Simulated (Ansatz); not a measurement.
# Te on Au(110): change of the work function, part 2 of 5

Aim: the work function of Au(110) at several coverages of Te (longbridge site), and the dipole that each adsorbate carries.

Ansatz 0.2.0; plane-wave DFT, PBE, Ansatz PAW.

So far, work function, upper face (eV): step 2 (the clean slab) 4.99.

### Step 3. Adsorbate added, k-mesh 4×5×1, coverage 0.25 ML

System of this step: Te/Au(110). The cell holds 21 atoms: 20 Au and 1 Te. Cell: a = 8.160 Å, b = 5.770 Å, c = 25.962 Å, α = 90.0°, β = 90.0°, γ = 90.0°. Vacuum lies along c.

The clean slab as it ended is repeated in the plane and the adsorbate is set on one face; the cell's size fixes the coverage, and the k-mesh shrinks with it to keep the sampling density about even. Adsorbate and upper layers relax, since the dipole depends on the height.

File input.yaml:

```yaml
crystal:
  lattice:
    - [8.16, 0.0, 0.0]
    - [0.0, 5.7699913344, 0.0]
    - [0.0, 0.0, 25.9622442327]
  atoms:
    - { symbol: Au, position: [0.0, 0.0, 0.3466572427] }
    - { symbol: Au, position: [0.25, 0.25, 0.4022186118] }
    - { symbol: Au, position: [0.0, 0.0, 0.461507443] }
    - { symbol: Au, position: [0.25, 0.25, 0.5226333043] }
    - { symbol: Au, position: [0.0, 0.0, 0.575203262] }
    - { symbol: Au, position: [0.0, 0.5, 0.3466572427] }
    - { symbol: Au, position: [0.25, 0.75, 0.4022186118] }
    - { symbol: Au, position: [0.0, 0.5, 0.461507443] }
    - { symbol: Au, position: [0.25, 0.75, 0.5226333043] }
    - { symbol: Au, position: [0.0, 0.5, 0.575203262] }
    - { symbol: Au, position: [0.5, 0.0, 0.3466572427] }
    - { symbol: Au, position: [0.75, 0.25, 0.4022186118] }
    - { symbol: Au, position: [0.5, 0.0, 0.461507443] }
    - { symbol: Au, position: [0.75, 0.25, 0.5226333043] }
    - { symbol: Au, position: [0.5, 0.0, 0.575203262] }
    - { symbol: Au, position: [0.5, 0.5, 0.3466572427] }
    - { symbol: Au, position: [0.75, 0.75, 0.4022186118] }
    - { symbol: Au, position: [0.5, 0.5, 0.461507443] }
    - { symbol: Au, position: [0.75, 0.75, 0.5226333043] }
    - { symbol: Au, position: [0.5, 0.5, 0.575203262] }
    - { symbol: Te, position: [0.25, 0.0, 0.6533427573] }
kpoints:
  mp_grid: { grid: [4, 5, 1] }
hamiltonian:
  xc: pbe
scf:
  occupations: { method: fermi_dirac, width: 0.1 }
  convergence: { dr2_threshold: 1.0e-08 }
efield:
  axis: 3
  dipole_correction: true
  ramp_position: 0.97
  ramp_width: 0.06
relax:
  f_tol: 0.02
  max_steps: 60
  constraints: [{ sites: [0, 1, 5, 6, 10, 11, 15, 16] }]
output:
  bader: true
  dos: { projected: true, e_range: [-8, 4] }
  write_potential: true
  write_density: true
  volumetric_format: npy
  elf: true
```

The run is started by

```
> ansatz run input.yaml --threads 4 --pin off --max-ram 12288MiB --backend cpu --events-out ev --progress --plain --runs-dir out
```

Numbers of over 12 decimals in the logs are rounded to 6 here.

The log of the run:

```text
[...]
Crystal: 21 atoms, lattice volume = 1222.384 Å³
Basis set: ecut = 420 eV, 23959 PW (Γ), exchange–correlation on 120×80×360 points (8 copies of the dense FFT grid, shifted against one another)
Bands: 238, of which v1, the nominal top of the filled ones, is band 198 counted from 1 (197 counted from 0)
Symmetry: 4 space group operations
[...]
k-points: 9 of 20
[...]
SCF iter   1: F=—  HF=-269961.550097 eV  |F-HF|=—  |Δ(HF+E_count)|=         —  Δρ=2.44e-3  dr2=7.40e-1  ethr=1.77e-3  p=-0.044 e·Å  D=-6.45e-3 V/Å  ΔV_dip=0.17 eV  dr2_dipole=5.61e-3  V_vac-E_F(+/−)=4.78/4.61 eV  ⟨swp⟩=7.6  Hψ=8834  notcnv=0  defer=160
[...]
SCF iter   9: F=-269961.543278 eV  HF=-269961.543278 eV  |F-HF|=2.83e-8  |Δ(HF+E_count)|=   6.51e-8  Δρ=6.39e-7  dr2=6.19e-9  ethr=2.53e-12  p=-0.033 e·Å  D=-4.83e-3 V/Å  ΔV_dip=0.13 eV  dr2_dipole=3.32e-11  V_vac-E_F(+/−)=5.08/4.95 eV  ⟨swp⟩=21.0  Hψ=18219  notcnv=0
SCF 1 converged in 9 iterations: F = -269961.543278 eV  dr2 = 6.19e-9
[...]
relax step   1: F+E_penalty+E_count = -269961.54327836 eV  Δ(F+E_penalty+E_count) = +0.000e0 eV  max|allowed force component| = 1.468e0 eV/Å  Δτ_max = 0.0000 Å  (9 SCF iters, accepted)
[...]
SCF iter   9: F=-269961.891359 eV  HF=-269961.891359 eV  |F-HF|=3.78e-8  |Δ(HF+E_count)|=   6.65e-8  Δρ=6.11e-7  dr2=4.24e-9  ethr=2.53e-12  p=0.006 e·Å  D=8.45e-4 V/Å  ΔV_dip=-0.02 eV  dr2_dipole=6.18e-13  V_vac-E_F(+/−)=4.93/4.95 eV  ⟨swp⟩=14.6  Hψ=17046  notcnv=0
SCF 2 converged in 9 iterations: F = -269961.891359 eV  dr2 = 4.24e-9
relax step   2: F+E_penalty+E_count = -269961.89135903 eV  Δ(F+E_penalty+E_count) = -3.481e-1 eV  max|allowed force component| = 3.564e-1 eV/Å  Δτ_max = 0.1948 Å  (9 SCF iters, accepted)
SCF iter   1: F=—  HF=-269961.939539 eV  |F-HF|=—  |Δ(HF+E_count)|=         —  Δρ=2.24e-3  dr2=1.00e-1  ethr=5.49e-4  p=0.006 e·Å  D=8.45e-4 V/Å  ΔV_dip=-0.02 eV  dr2_dipole=2.30e-2  V_vac-E_F(+/−)=4.91/4.94 eV  ⟨swp⟩=4.1  Hψ=4460  notcnv=0  defer=212
[...]
SCF iter   9: F=-269961.921472 eV  HF=-269961.921472 eV  |F-HF|=1.80e-8  |Δ(HF+E_count)|=   5.01e-8  Δρ=3.30e-7  dr2=1.41e-9  ethr=2.53e-12  p=0.018 e·Å  D=2.72e-3 V/Å  ΔV_dip=-0.07 eV  dr2_dipole=4.74e-11  V_vac-E_F(+/−)=4.88/4.95 eV  ⟨swp⟩=14.7  Hψ=14886  notcnv=0
SCF 3 converged in 9 iterations: F = -269961.921472 eV  dr2 = 1.41e-9
relax step   3: F+E_penalty+E_count = -269961.92147166 eV  Δ(F+E_penalty+E_count) = -3.011e-2 eV  max|allowed force component| = 3.865e-1 eV/Å  Δτ_max = 0.0858 Å  (9 SCF iters, accepted)
[...]
relax step   4: F+E_penalty+E_count = -269961.93801582 eV  Δ(F+E_penalty+E_count) = -1.654e-2 eV  max|allowed force component| = 5.067e-2 eV/Å  Δτ_max = 0.0800 Å  (8 SCF iters, accepted)
[...]
relax step   5: F+E_penalty+E_count = -269961.93975650 eV  Δ(F+E_penalty+E_count) = -1.741e-3 eV  max|allowed force component| = 2.319e-2 eV/Å  Δτ_max = 0.0183 Å  (7 SCF iters, accepted)
SCF iter   1: F=—  HF=-269961.940713 eV  |F-HF|=—  |Δ(HF+E_count)|=         —  Δρ=1.65e-4  dr2=2.16e-4  ethr=1.05e-6  p=0.011 e·Å  D=1.69e-3 V/Å  ΔV_dip=-0.04 eV  dr2_dipole=2.58e-6  V_vac-E_F(+/−)=4.93/4.97 eV  ⟨swp⟩=2.9  Hψ=3810  notcnv=0  defer=170
[...]
SCF iter   6: F=-269961.939944 eV  HF=-269961.939944 eV  |F-HF|=1.46e-8  |Δ(HF+E_count)|=   2.96e-8  Δρ=4.61e-7  dr2=4.76e-9  ethr=2.53e-12  p=0.012 e·Å  D=1.72e-3 V/Å  ΔV_dip=-0.04 eV  dr2_dipole=5.55e-11  V_vac-E_F(+/−)=4.93/4.97 eV  ⟨swp⟩=12.8  Hψ=15319  notcnv=0
SCF 6 converged in 6 iterations: F = -269961.939944 eV  dr2 = 4.76e-9
relax step   6: F+E_penalty+E_count = -269961.93994437 eV  Δ(F+E_penalty+E_count) = -1.879e-4 eV  max|allowed force component| = 2.770e-3 eV/Å  Δτ_max = 0.0058 Å  (6 SCF iters, accepted)
NSCF: frozen V_eff on 9 k-points
[...]
SCF converged after 6 iterations
Free energy (F): -269961.939944 eV
[...]
Internal energy: -269961.728393 eV  (E = F + TS)
E sigma→0 (E₀):  -269961.834169 eV
Entropy (-TS):   -0.211552 eV (-10.074 meV/atom)
Fermi energy:    2.491269 eV
Dipole field:    D = 0.001717 V/Å  (p = 0.011601 e·Å, saw-weighted, corrected)
Work function:   Φ+ = 4.9260 eV   Φ− = 4.9705 eV
[...]
--- Forces (eV/Å), atoms counted from 1 ---
  atom   1  Au    -0.03043547     0.00000000     0.26612207
  atom   2  Au    -0.00000000    -0.04384864    -0.17406729
  atom   3  Au     0.00012067    -0.00000000     0.00075176
  atom   4  Au     0.00000000     0.00028831    -0.00049452
  atom   5  Au    -0.00102185    -0.00000000    -0.00194365
  atom   6  Au     0.03486991    -0.00000000     0.21056553
  atom   7  Au     0.00000000     0.04384864    -0.17406729
  atom   8  Au    -0.00088615     0.00000000     0.00105169
  atom   9  Au    -0.00000000    -0.00028831    -0.00049452
  atom  10  Au    -0.00106121    -0.00000000    -0.00109656
  atom  11  Au     0.03043547     0.00000000     0.26612207
  atom  12  Au     0.00000000     0.01544175    -0.30423619
  atom  13  Au    -0.00012067     0.00000000     0.00075176
  atom  14  Au     0.00000000    -0.00252386     0.00195210
  atom  15  Au     0.00102185     0.00000000    -0.00194365
  atom  16  Au    -0.03486991     0.00000000     0.21056553
  atom  17  Au     0.00000000    -0.01544175    -0.30423619
  atom  18  Au     0.00088615    -0.00000000     0.00105169
  atom  19  Au    -0.00000000     0.00252386     0.00195210
  atom  20  Au     0.00106121     0.00000000    -0.00109656
  atom  21  Te     0.00000000     0.00000000     0.00277014
  max |Σ_I F_I| component: 2.00e-5 eV/Å
--- Band table (eV; the first three rows and the last of 9) ---
  k-point 0: bands = [... 194 lower, 1.7020, 1.9888, 2.6298, 2.6881, 2.7432, 3.0697, 3.0924, 3.2117, ... 36 higher]
  k-point 1: bands = [... 194 lower, 1.4704, 1.6220, 1.8570, 2.2323, 2.2548, 2.6495, 3.1384, 3.3123, ... 36 higher]
  k-point 2: bands = [... 194 lower, 1.3320, 1.5570, 1.6436, 2.1151, 2.1175, 2.5156, 2.7704, 2.9024, ... 36 higher]
  k-point 8: bands = [... 194 lower, 1.2670, 1.6510, 2.0822, 2.3906, 2.9000, 3.1165, 3.4572, 3.6519, ... 36 higher]
--- Relaxed structure (6 steps of the walk, 6 accepted, 0 SCFs on fresh bases) ---
  F+E_penalty+E_count = -269961.93994437 eV   max|allowed force component| = 2.770e-3 eV/Å
  atoms:
    - { symbol: Au, position: [0.0, 0.0, 0.3466572427] }
    - { symbol: Au, position: [0.25, 0.250000, 0.402219] }
    - { symbol: Au, position: [-0.00742094, 5.825778075009211e-19, 0.463017] }
    - { symbol: Au, position: [0.25, 0.251564, 0.515754] }
    - { symbol: Au, position: [0.00498771, -3.9155826861076123e-19, 0.580121] }
    - { symbol: Au, position: [0.0, 0.500000, 0.3466572427] }
    - { symbol: Au, position: [0.25, 0.750000, 0.402219] }
    - { symbol: Au, position: [-0.012153, 0.500000, 0.462985] }
    - { symbol: Au, position: [0.25, 0.748436, 0.515754] }
    - { symbol: Au, position: [0.012591, 0.500000, 0.576519] }
    - { symbol: Au, position: [0.5, 0.0, 0.3466572427] }
    - { symbol: Au, position: [0.750000, 0.250000, 0.402219] }
    - { symbol: Au, position: [0.507421, -5.825778075009217e-19, 0.463017] }
    - { symbol: Au, position: [0.750000, 0.247247, 0.528567] }
    - { symbol: Au, position: [0.495012, 3.9155826861075907e-19, 0.580121] }
    - { symbol: Au, position: [0.5, 0.500000, 0.3466572427] }
    - { symbol: Au, position: [0.750000, 0.750000, 0.402219] }
    - { symbol: Au, position: [0.512153, 0.500000, 0.462985] }
    - { symbol: Au, position: [0.750000, 0.752753, 0.528567] }
    - { symbol: Au, position: [0.487409, 0.500000, 0.576519] }
    - { symbol: Te, position: [0.25, 0, 0.645788] }
--- Bader charges: 21 sites ---
  site symbol  charge [e]  shift [e]
     0     Au     -0.0326     0.0000
     1     Au      0.0283     0.0000
     2     Au      0.0141     0.0000
     3     Au      0.0306     0.0000
     4     Au     -0.1006     0.0002
     5     Au     -0.0420     0.0000
     6     Au      0.0283     0.0000
     7     Au      0.0294     0.0000
     8     Au      0.0305     0.0000
     9     Au      0.0002     0.0000
    10     Au     -0.0326     0.0000
    11     Au      0.0163     0.0000
    12     Au      0.0141     0.0000
    13     Au     -0.0137     0.0000
    14     Au     -0.1006     0.0002
    15     Au     -0.0420     0.0000
    16     Au      0.0163     0.0000
    17     Au      0.0294     0.0000
    18     Au     -0.0137     0.0000
    19     Au      0.0002     0.0000
    20     Te      0.1403     0.0005
  estimated error of the sums over rays = 4.8e-4 e
```

Elapsed: 10 min, on 4 threads of Arm Neoverse V1, shared host; peak memory 6.3 GiB.

Relaxation path:

| step | energy less that of the first step (eV) | largest force component (eV/Å) |
| --- | --- | --- |
| 1 | 0.0000 | 1.4676 |
| 2 | -0.3481 | 0.3564 |
| 3 | -0.3782 | 0.3865 |
| 4 | -0.3947 | 0.0507 |
| 5 | -0.3965 | 0.0232 |
| 6 | -0.3967 | 0.0028 |

The run keeps the 4 symmetry operations that it works with, so distortions that break them were not tested.

The atoms that moved most (Å):

| atom | dx | dy | dz | length |
| --- | --- | --- | --- | --- |
| Te21 | 0.000 | 0.000 | -0.196 | 0.196 |
| Au4 | 0.000 | 0.009 | -0.179 | 0.179 |
| Au9 | 0.000 | -0.009 | -0.179 | 0.179 |
| Au14 | 0.000 | -0.016 | 0.154 | 0.155 |
| Au19 | 0.000 | 0.016 | 0.154 | 0.155 |
| Au15 | -0.041 | 0.000 | 0.128 | 0.134 |
| Au5 | 0.041 | 0.000 | 0.128 | 0.134 |
| Au10 | 0.103 | 0.000 | 0.034 | 0.108 |

The relaxed structure:

```xyz
21
Lattice="8.1600 0.0000 0.0000 0.0000 5.7700 0.0000 0.0000 0.0000 25.9622" Properties=species:S:1:pos:R:3
Au    0.0000    0.0000    9.0000
Au    2.0400    1.4425   10.4425
Au   -0.0606    0.0000   12.0210
Au    2.0400    1.4515   13.3901
Au    0.0407    0.0000   15.0613
Au    0.0000    2.8850    9.0000
Au    2.0400    4.3275   10.4425
Au   -0.0992    2.8850   12.0201
Au    2.0400    4.3185   13.3901
Au    0.1027    2.8850   14.9677
Au    4.0800    0.0000    9.0000
Au    6.1200    1.4425   10.4425
Au    4.1406    0.0000   12.0210
Au    6.1200    1.4266   13.7228
Au    4.0393    0.0000   15.0613
Au    4.0800    2.8850    9.0000
Au    6.1200    4.3275   10.4425
Au    4.1792    2.8850   12.0201
Au    6.1200    4.3434   13.7228
Au    3.9773    2.8850   14.9677
Te    2.0400    0.0000   16.7661
```

This step gave:

| Quantity | Value |
| --- | --- |
| energy at zero smearing | -269961.8342 eV |
| work function, upper face | 4.926 eV |
| work function, lower face | 4.971 eV |
| dipole along the normal | 0.01160 e·Å |
| step between the vacuum levels | -0.04458 eV |

Running mean over 1.442 Å of the planar mean; the ramp of the sawtooth is left out. Table of electron's electrostatic potential energy less the Fermi level by z:

| z (Å) | electron's electrostatic potential energy less the Fermi level (eV) |
| --- | --- |
| 3.5 | 4.97 |
| 4.0 | 4.97 |
| 4.5 | 4.97 |
| 5.0 | 4.97 |
| 5.5 | 4.97 |
| 6.0 | 4.95 |
| 6.5 | 4.90 |
| 7.0 | 4.70 |
| 7.5 | 3.81 |
| 8.0 | 0.688 |
| 8.5 | -3.73 |
| 9.0 | -7.04 |
| 9.5 | -8.09 |
| 10.0 | -8.27 |
| 10.5 | -7.98 |
| 11.0 | -7.45 |
| 11.5 | -7.47 |
| 12.0 | -7.95 |
| 12.5 | -7.85 |
| 13.0 | -7.70 |
| 13.5 | -7.83 |
| 14.0 | -8.16 |
| 14.5 | -8.18 |
| 15.0 | -7.48 |
| 15.5 | -4.59 |
| 16.0 | -0.536 |
| 16.5 | 2.39 |
| 17.0 | 3.33 |
| 17.5 | 3.76 |
| 18.0 | 4.20 |
| 18.5 | 4.71 |
| 19.0 | 4.87 |
| 19.5 | 4.91 |
| 20.0 | 4.92 |
| 20.5 | 4.93 |
| 21.0 | 4.93 |
| 21.5 | 4.93 |
| 22.0 | 4.93 |
| 22.5 | 4.93 |

The density of states has structure finer than the step of the table below, so its rows give means over 0.25 eV, whole bins alone (the curve runs from -8 to 1.98 eV). Peaks (eV: height): -4.750: 116, -4.510: 65.0, -4.060: 68.0, -3.970: 85.2, -3.850: 68.3, -2.680: 62.8, -2.140: 73.4.

Table of density of states by energy, zero at the Fermi level; means over each step:

| energy (eV) | density of states (states/eV a cell) |
| --- | --- |
| -7.75 | 2.52 |
| -7.50 | 1.99 |
| -7.25 | 2.25 |
| -7.00 | 4.64 |
| -6.75 | 8.17 |
| -6.50 | 7.96 |
| -6.25 | 21.1 |
| -6.00 | 24.1 |
| -5.75 | 34.6 |
| -5.50 | 34.4 |
| -5.25 | 35.6 |
| -5.00 | 33.4 |
| -4.75 | 54.8 |
| -4.50 | 48.2 |
| -4.25 | 34.2 |
| -4.00 | 60.6 |
| -3.75 | 48.6 |
| -3.50 | 41.0 |
| -3.25 | 46.0 |
| -3.00 | 51.3 |
| -2.75 | 45.7 |
| -2.50 | 50.7 |
| -2.25 | 56.4 |
| -2.00 | 52.6 |
| -1.75 | 34.5 |
| -1.50 | 15.1 |
| -1.25 | 7.36 |
| -1.00 | 11.9 |
| -0.75 | 6.22 |
| -0.50 | 5.75 |
| -0.25 | 9.29 |
| 0.00 | 5.66 |
| 0.25 | 8.89 |
| 0.50 | 7.70 |
| 0.75 | 6.16 |
| 1.00 | 7.97 |
| 1.25 | 6.78 |
| 1.50 | 7.42 |
| 1.75 | 7.57 |

Projected DOS per atom over height of the atomic layer and energy from the Fermi level. Layers: Au4 Au4 Au4 Au4 Au4 Te from below.

Values in states/eV, 22 rows by 6 columns, each cell a mean:
```
0.18 0.19 0.17 0.20 0.25 0.41
0.28 0.25 0.20 0.24 0.26 0.39
0.30 0.20 0.22 0.20 0.28 0.44
0.33 0.32 0.29 0.28 0.27 0.75
0.26 0.26 0.24 0.23 0.25 1.17
0.26 0.20 0.21 0.20 0.23 1.24
0.36 0.28 0.28 0.29 0.34 1.82
0.64 0.44 0.56 0.49 0.65 1.05
2.87 2.31 2.05 1.78 1.55 0.36
3.79 2.30 1.86 2.54 3.00 0.48
3.02 1.93 2.03 2.28 2.55 0.75
2.95 1.80 2.27 1.92 2.81 0.67
2.61 1.96 2.39 1.97 2.79 0.54
2.13 2.08 2.36 2.11 2.51 0.49
2.11 3.03 2.09 2.57 2.41 0.46
1.08 2.17 1.43 2.07 1.89 0.61
0.97 2.16 2.02 2.06 1.21 0.32
0.58 1.40 2.19 1.65 0.89 0.15
0.26 0.84 1.00 0.91 0.36 0.09
0.17 0.41 0.39 0.44 0.20 0.07
0.04 0.12 0.18 0.14 0.05 0.02
0.04 0.13 0.21 0.14 0.04 0.02
```
Columns: height of the atomic layer (Å) from 9 to 16.8 (not evenly spaced); rows upwards: energy from the Fermi level (eV) from -7.96 to 1.95.

ELF in the ca plane at fractional y = 0.000, with atoms of Au and Te within 0.2 Å of it. It is the smooth field of the valence electrons, not physical close to the nuclei.

Ten even steps from '0' (0.00) to '9' (0.74), each cell a mean:
```
46788642257987522368876432100000000000000000
35676532236775322245664321000000000000000000
23444322223443222233443221000000000000000000
12222222222222222322222110000000000000000000
01112222221111222222110000000000000000000000
00112222221111222222110000000000000000000000
11222222222222222322211100000000000000000000
23333222223333222322333210000000000000000000
34565422235664322234554321000000000000000000
45787632247886422357775431000000000000000000
46898642257997522468986432110000000000000000
46788642257886422468975444332100000000000000
35676532235665322357754566765320000000000000
23444322223433222234445666798631000000000000
12222222222222222222356544689852100000000000
01112222221112222211355200379963100000000000
00111222221112222211355200279963100000000000
11222222221122222222356422589863100000000000
23333222222332222233446656789742000000000000
34565422234554322346644667787521000000000000
45787632246776422467874445543210000000000000
46898642257997522478986432211000000000000000
```
Columns run along c (16.0 Å, from fractional 0.30 to 0.92 of the cell), rows up along a (8.2 Å). Atoms in or near the plane, at fractional coordinates: Au at (0.35, 0.00), Au at (0.46, 0.99), Au at (0.58, 0.00), Au at (0.35, 0.50), Au at (0.46, 0.51), Au at (0.58, 0.50), Te at (0.65, 0.25).

Electrostatic potential energy in the ca plane at fractional y = 0.000, with atoms of Au and Te within 0.2 Å of it. With pseudopotentials it is smooth inside the atoms' cores, unlike the true potential.

Values in eV, 12 rows by 16 columns, each cell a mean:
```
-17 -40  -2 -18 -43  -4 -13 -40  -3   7   7   7   7   7   7   7
  3  -4   4   1  -7   4   2  -3   5   7   7   7   7   7   7   7
  7   6   3   4   6   4   4   6   7   7   7   7   7   7   7   7
  6   5   4   4   5   4   4   6   7   7   7   7   7   7   7   7
 -1 -14   3  -3 -18   2   0 -12   4   7   7   7   7   7   7   7
-21 -45  -4 -22 -46  -6 -18 -45  -6   7   7   7   7   7   7   7
-17 -41  -2 -14 -39  -2 -15 -43  -6   5   7   7   7   7   7   7
  3  -3   4   3  -2   4   2  -7  -8  -8   5   7   7   7   7   7
  7   6   3   5   6   3   5   3  -4  -1   1   7   7   7   7   7
  6   5   4   5   5   4   5   3  -7  -4   2   7   7   7   7   7
 -2 -14   3   0 -11   3  -2 -18  -6  -4   6   7   7   7   7   7
-21 -44  -4 -19 -44  -5 -19 -46  -8   6   7   7   7   7   7   7
```
Columns run along c (16.0 Å, from fractional 0.30 to 0.92 of the cell; values clipped at the 3rd and 97th percentile), rows up along a (8.2 Å). Atoms in or near the plane, at fractional coordinates: Au at (0.35, 0.00), Au at (0.46, 0.99), Au at (0.58, 0.00), Au at (0.35, 0.50), Au at (0.46, 0.51), Au at (0.58, 0.50), Te at (0.65, 0.25).

Valence density in the ca plane at fractional y = 0.000, with atoms of Au and Te within 0.2 Å of it. It is the smooth field of the valence electrons, not physical close to the nuclei.

Values in units of 1e0 e/Å³, 12 rows by 16 columns, each cell a mean:
```
2.1 6.6 0.5 2.1 7.5 0.6 1.5 6.2 0.6 0.0 0.0 0.0 0.0 0.0 0.0 0.0
0.2 0.6 0.2 0.3 0.8 0.2 0.3 0.5 0.1 0.0 0.0 0.0 0.0 0.0 0.0 0.0
0.0 0.1 0.2 0.2 0.1 0.2 0.2 0.1 0.0 0.0 0.0 0.0 0.0 0.0 0.0 0.0
0.1 0.1 0.2 0.2 0.2 0.2 0.2 0.1 0.0 0.0 0.0 0.0 0.0 0.0 0.0 0.0
0.5 1.5 0.3 0.6 1.9 0.3 0.4 1.2 0.2 0.0 0.0 0.0 0.0 0.0 0.0 0.0
2.8 9.0 0.7 2.8 9.6 0.8 2.1 8.9 0.8 0.0 0.0 0.0 0.0 0.0 0.0 0.0
2.1 6.7 0.5 1.7 6.0 0.5 1.8 7.5 0.8 0.1 0.0 0.0 0.0 0.0 0.0 0.0
0.2 0.6 0.2 0.2 0.5 0.2 0.3 0.8 0.8 0.8 0.1 0.0 0.0 0.0 0.0 0.0
0.0 0.1 0.2 0.2 0.1 0.2 0.2 0.2 4.5 6.7 0.2 0.0 0.0 0.0 0.0 0.0
0.1 0.1 0.2 0.2 0.1 0.2 0.2 0.2 3.1 4.5 0.2 0.0 0.0 0.0 0.0 0.0
0.5 1.5 0.3 0.4 1.2 0.2 0.5 1.9 0.6 0.4 0.1 0.0 0.0 0.0 0.0 0.0
2.8 9.0 0.7 2.4 8.5 0.7 2.4 9.7 1.0 0.1 0.0 0.0 0.0 0.0 0.0 0.0
```
Columns run along c (16.0 Å, from fractional 0.30 to 0.92 of the cell), rows up along a (8.2 Å). Atoms in or near the plane, at fractional coordinates: Au at (0.35, 0.00), Au at (0.46, 0.99), Au at (0.58, 0.00), Au at (0.35, 0.50), Au at (0.46, 0.51), Au at (0.58, 0.50), Te at (0.65, 0.25).

The relaxation took 6 steps and lowered the energy by 0.40 eV; the largest force on the free atoms ends at 0.0028 eV/Å.

By hand: a sheet of dipoles makes a step −p/(ε₀A) in the electron's potential. With e/ε₀ = 180.95 V·Å, p = 0.01160 e·Å and A = 47.08 Å², that is −180.95 × (0.01160) / 47.08 = -0.045 eV, and the two vacuum levels of the run differ by -0.045 eV.

The covered face has 4.93 eV, -0.07 eV against the clean one; the bare back face has moved by -0.04 eV, a measure of how thin the slab is.

(Continued in part 3 of 5.)

[Logs are printed without paths, hosts, clocks, repeated set-up lines and the standing remarks that a program may print on its own settings, such as how far it seeks lower states.]

[Hosts, paths, dates, database ids (printed as entryN), source tags and the programs' standing remarks are cut or masked in the printed files.]

[Maps of the electrostatic potential energy from Ansatz leave out the sawtooth potential of an applied field or a dipole correction, so their vacuum need not be flat; planar profiles and work functions include it.]

[The density of states shown here was stored with 400 of the rows of the run's finer table, so its peaks can read low, often by over a quarter, or be missed, and its means over a window can be off by a tenth or more.]
